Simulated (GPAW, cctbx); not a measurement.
# ZnPb2I6: deformation density and structure factors from DFT

Question: by how much does bonding change the X-ray structure factors of ZnPb2I6, how firmly does DFT give the change, and what does a routine refinement make of it?

The start was made by putting kin elements into a known structure type; the compound need not exist, or be stable, in this form. All numbers below are calculated.

## 1. Find the equilibrium geometry

The density hangs on the geometry, so cell and atoms are relaxed first, with the symmetry held. The cutoff is set higher than for the density because stress converges slowly with plane waves.

Settings: GPAW 26.7.0, PBE, 570 eV, 3×3×3 k-points, Fermi–Dirac width 0.05 eV, BFGS to 0.03 eV/Å.

```text
cell
1.0
     0.000000000   -5.643000000    0.000000000
     5.643000000    0.000000000    0.000000000
    -2.821500000    2.821500000   11.060500000
Pb I Zn
2 6 1
Direct
0.152600000 0.152600000 0.305200000
0.847400000 0.847400000 0.694800000
0.000000000 0.500000000 0.000000000
0.750000000 0.250000000 0.500000000
0.250000000 0.750000000 0.500000000
0.500000000 0.000000000 0.000000000
0.375900000 0.375900000 0.751800000
0.624100000 0.624100000 0.248200000
0.500000000 0.500000000 0.000000000
```

```console
$ OMP_NUM_THREADS=1 mpirun -n 4 gpaw python run.py > gpaw.log
```

```text
BFGS:    0      -20.515007        0.496290
BFGS:    1      -20.525493        0.483634
BFGS:    2      -20.675473        0.171448
BFGS:    3      -20.693692        0.162147
...
BFGS:   20      -20.714641        0.055234
BFGS:   21      -20.716436        0.034586
BFGS:   22      -20.716914        0.008733
cell  5.5118 5.5118 12.0616  103.21 103.21 90.00
volume 346.776 A^3, largest force 0.008 eV/A, largest stress 0.03 GPa
```

After 22 steps the volume has changed by -1.5 % and the energy by -0.202 eV; the largest stress left is 0.03 GPa. It took 22 min on 4 cores of Intel(R) Xeon(R) Platinum 8488C (Sapphire Rapids) (shared host), peak memory 2.6 GiB.

Relaxed structure: I4/mmm (no. 139), a = 5.5118 Å, b = 5.5118 Å, c = 22.8291 Å, α = 90.00°, β = 90.00°, γ = 90.00°.

| atom | mult. | x | y | z |
| --- | --- | --- | --- | --- |
| Pb1 | 4 | 0 | 0 | 0.1671 |
| I1 | 4 | 1/2 | 0 | 0 |
| I2 | 4 | 0 | 1/2 | 1/4 |
| I3 | 4 | 0 | 0 | 0.3718 |
| Zn1 | 2 | 1/2 | 1/2 | 0 |

## 2. Density and charge transfer

X-rays see the whole electron density, so the PAW density is rebuilt with its core regions. Subtracting spherical free atoms from the same code cancels the cores and leaves the deformation density Δρ, the part due to bonding.

Settings: PBE, 450 eV, 4×4×4 k-points, Fermi–Dirac width 0.05 eV; primitive cell of 9 atoms.

```console
$ OMP_NUM_THREADS=1 mpirun -n 4 gpaw python run.py > gpaw.log
```

```text
|iter:   1|       0s |  -22.395428 | +0.11 |       |
|iter:   2|       7s |  -22.065305 | -0.61 | -1.23 |
|iter:   3|      15s |  -20.728842 | -0.63 | -1.28 |
...
|iter:  11|      65s |  -20.690835c| -6.47 | -4.76c|
|iter:  12|      69s |  -20.690835c| -7.21 | -5.22c|
|iter:  13|      75s |  -20.690835c| -7.58c| -5.99c|
```

```text
gpts.py:43: UserWarning: Initial realspace grid (27,27,60) inconsistent with symmetries.
gpts.py:43: UserWarning: Initial realspace grid (27,27,60) inconsistent with symmetries.
gpts.py:43: UserWarning: Initial realspace grid (27,27,60) inconsistent with symmetries.
gpts.py:43: UserWarning: Initial realspace grid (27,27,60) inconsistent with symmetries.
gpts.py:70: UserWarning: Using symmetrized grid: (60,60,60).
gpts.py:70: UserWarning: Using symmetrized grid: (60,60,60).
gpts.py:70: UserWarning: Using symmetrized grid: (60,60,60).
gpts.py:70: UserWarning: Using symmetrized grid: (60,60,60).
grid (120, 120, 120)  electrons 512.000  moved by bonding 1.578 e
deformation density beyond 0.5 A of the nuclei: max 0.046, min -0.069 e/A^3
atom        x       y       z   Voronoi charge  moment
Pb1    0.1671  0.1671  0.3341      0.486       0.00
Pb2    0.8329  0.8329  0.6659      0.486       0.00
I 3    0.0000  0.5000  0.0000     -0.230       0.00
I 4    0.7500  0.2500  0.5000     -0.124       0.00
I 5    0.2500  0.7500  0.5000     -0.124       0.00
I 6    0.5000  0.0000  0.0000     -0.230       0.00
I 7    0.3718  0.3718  0.7436     -0.259       0.00
I 8    0.6282  0.6282  0.2564     -0.259       0.00
Zn9    0.5000  0.5000  0.0000      0.253       0.00
mean inner potential of superposed free atoms 13.449 V
total magnetic moment 0.000 muB
```

Deformation density in a plane through the shortest contact of the I atom at the origin, in 0.01 e/Å³ (clipped at ±99); x from -1.6 to 4.4 Å, y from 2.4 down to -2.4 Å:

```text
  1   1   0   0   0   0   0   1   1   1  -1   .  -1   1   1   1
  1   0   0   0   0   0   0   0   1   0  -1  -2  -1   0   1   0
  0   0   0   1   1   1   0   0   0   1   2   3   2   1   0   0
  0   0   1   1   2   1   1   0   0   0   1   2   1   0   0   0
  0   1   0   1   2   1   0   1   0  -2  -5  -5  -5  -2   0   1
  1   2  -1  -1   .  -1  -1   2   1  -5  -4   .  -5  -5   1   2
  1   3  -2   .   .   .  -2   3   2  -6   .   .   .  -5   2   3
  1   2  -1  -1   .  -1  -1   2   1  -5  -4   .  -5  -5   1   2
  0   1   0   1   2   1   0   1   0  -2  -5  -5  -5  -2   0   1
  0   0   1   1   2   1   1   0   0   0   1   2   1   0   0   0
  0   0   0   1   1   1   0   0   0   1   2   3   2   1   0   0
  1   0   0   0   0   0   0   0   1   0  -1  -2  -1   0   1   0
  1   1   0   0   0   0   0   1   1   1  -1   .  -1   1   1   1
```

Atoms in or within 0.15 Å of the plane: I (0.0, 0.0), Zn (2.8, 0.0) Å. Dots mark points within about 0.45 Å of a nucleus; large values next to them are atomic features.

I gains most (-0.20 e) and Pb loses most (+0.49 e), in averages over each element's sites; I is the most electronegative element, but the order of the others doesn't follow electronegativity. Such charges fall far short of formal ones, since overlapping free atoms already put density on their neighbours. Along the shortest contact from the I atom at the map's origin, I–Zn at 2.76 Å, Δρ is +0.03 e/Å³ at the midpoint: little piles up between the atoms. At the midpoints of other shortest contacts it is +0.02 (Pb–I, 3.34 Å) e/Å³. Point values carry grid noise of about 0.01 e/Å³. The run needed 13 iterations, 2 min.

## 3. Structure factors

The Fourier components of Δρ, added to those of the free atoms, give the static X-ray structure factors; the Mott–Bethe relation turns them into the Fourier components V of the potential that fast electrons feel.

```text
static structure factors of the conventional cell: F in electrons, V (Mott-Bethe) in volts
   h  k  l      d  |F| table  |F| free   |F| DFT   change   |V| free  |V| DFT  change %
   0  0  2 11.4146   112.727   112.623   112.235   -0.388     1.090    1.424     30.6
   0  0  4  5.7073   102.680   102.928   103.427    0.499     1.830    1.723     -5.9
   1  0  1  5.3579    38.142    38.382    38.833    0.451     0.980    0.894     -8.7
   1  0  3  4.4639   217.071   216.755   215.286   -1.470     1.655    1.848     11.7
   1  1  0  3.8974   166.590   166.263   165.041   -1.222     0.977    1.100     12.6
   0  0  6  3.8048   376.829   376.603   376.155   -0.448     3.528    3.571      1.2
   1  1  2  3.6884   105.098   104.966   105.225    0.259     0.802    0.779     -2.9
   1  0  5  3.5161   215.861   215.804   216.328    0.524     2.101    2.058     -2.0
   1  1  4  3.2186   635.529   635.768   636.397    0.629     6.901    6.858     -0.6
   0  0  8  2.8536   427.874   428.216   427.952   -0.265     5.145    5.159      0.3
   1  0  7  2.8068    51.644    51.723    51.705   -0.018     0.965    0.966      0.1
   2  0  0  2.7559   856.790   856.898   856.720   -0.179     8.387    8.396      0.1
   1  1  6  2.7226   354.107   353.879   353.871   -0.008     2.920    2.920      0.0
   2  0  2  2.6789    99.850    99.897    99.891   -0.006     0.664    0.664      0.0
```

The largest X-ray change is -1.47 e on 103, 0.7 % of |F|. For electrons V goes as (Z − F)/g², so a change of F counts against Z − F, which is small at low angle and wherever the atoms' terms cancel: |V| of 002 moves by +30.6 % (1.09 to 1.42 V) against -0.3 % in |F|. The tabulated Hartree–Fock atoms differ from the free DFT atoms by up to 0.34 e, so the choice of reference atom matters too.

## 4. The functional ladder

The same geometry is run with other functionals, to see whether the bonding signal is larger than the spread between approximations. Free atoms are LDA for LDA and PBE otherwise. Any other changed setting is in the row's label.

| run | ΔF 103 (e) | ΔF 110 (e) | ΔF 114 (e) | q(I) (e) | moved (e) | time |
| --- | --- | --- | --- | --- | --- | --- |
| PBE | -1.470 | -1.222 | +0.629 | -0.204 | 1.578 | 2 min |
| LDA | -1.406 | -1.152 | +0.428 | -0.190 | 1.480 | 2 min |
| revPBE | -1.514 | -1.265 | +0.737 | -0.215 | 1.699 | 1.9 min |

At the base's settings ΔF(103) spans -1.514 to -1.406 e, a spread of 7 % of the PBE value; over the three listed reflections the spread is at most 49 %, so the sign holds and the size hangs on the functional. Times are from shared hosts.

## 5. Refining ordinary atoms against data with bonding

Routine crystallography fits spherical atoms. To see the bias, intensities are simulated from tabulated atoms plus the DFT change ΔF, so that bonding alone can misfit (11604 reflections of the full sphere, merged to the counts below, to 0.5 Å, 0.5 % proportional noise plus counting noise, assumed isotropic U as listed, Δρ smeared by the mean U) and refined with cctbx over different ranges.

| range | data | R1 | GooF | U Pb1 (true 0.0053) | U I1 (true 0.0064) | U I2 (true 0.0064) | U I3 (true 0.0064) | largest shift (Å) | Δρ max, min (e/Å³) |
| --- | --- | --- | --- | --- | --- | --- | --- | --- | --- |
| all data | 916 | 0.0041 | 0.96 | 0.0053 | 0.0064 | 0.0064 | 0.0064 | 0.0000 | 0.46, -0.40 |
| low resolution, d > 0.84 | 224 | 0.0029 | 0.98 | 0.0053 | 0.0064 | 0.0064 | 0.0065 | 0.0002 | 0.22, -0.21 |
| high order, d < 0.75 | 612 | 0.0050 | 0.94 | 0.0053 | 0.0064 | 0.0064 | 0.0064 | 0.0000 | 0.59, -0.37 |
| occupancies free, d > 0.7 | 364 | 0.0032 | 0.99 | 0.0053 | 0.0064 | 0.0064 | 0.0064 | 0.0000 | 0.29, -0.34 |

With all data GooF is 0.96, so at this noise the bonding hardly shows; the top residual peak lies 1.69 Å from I and 2.96 Å from I. No U is off by more than 3 s.u. at low resolution. With Pb1 held at 1 and the scale free, the other occupancies refine to I1 1.000(0.001), I2 1.000(0.001), I3 1.000(0.001) and Zn1 1.002(0.002), within three s.u. of full.

## 6. Answer

Bonding moves 1.58 e in the primitive cell of ZnPb2I6 and changes the structure factors of the conventional cell in the table above by at most 1.47 e (103, 0.7 %), and among reflections above 2 % of the strongest by up to 1.2 % (101). The shortest bond, I–Zn, has Δρ = +0.03 e/Å³ at its midpoint. At the base's settings ΔF(103) spans -1.514 to -1.406 e, a spread of 7 % of the PBE value; over the three listed reflections the spread is at most 49 %, so the sign holds and the size hangs on the functional. With all data GooF is 0.96, so at this noise the bonding hardly shows. Limits: static density, frozen cores, no spin–orbit coupling.

[Outputs are excerpts: Python notices, other lines and further rows are left out; steps that failed or that the build refused (PBEsol, TPSS) are not shown.]

[Logs are printed without paths, hosts, clocks, repeated set-up lines and the standing remarks that a program may print on its own settings, such as how far it seeks lower states.]
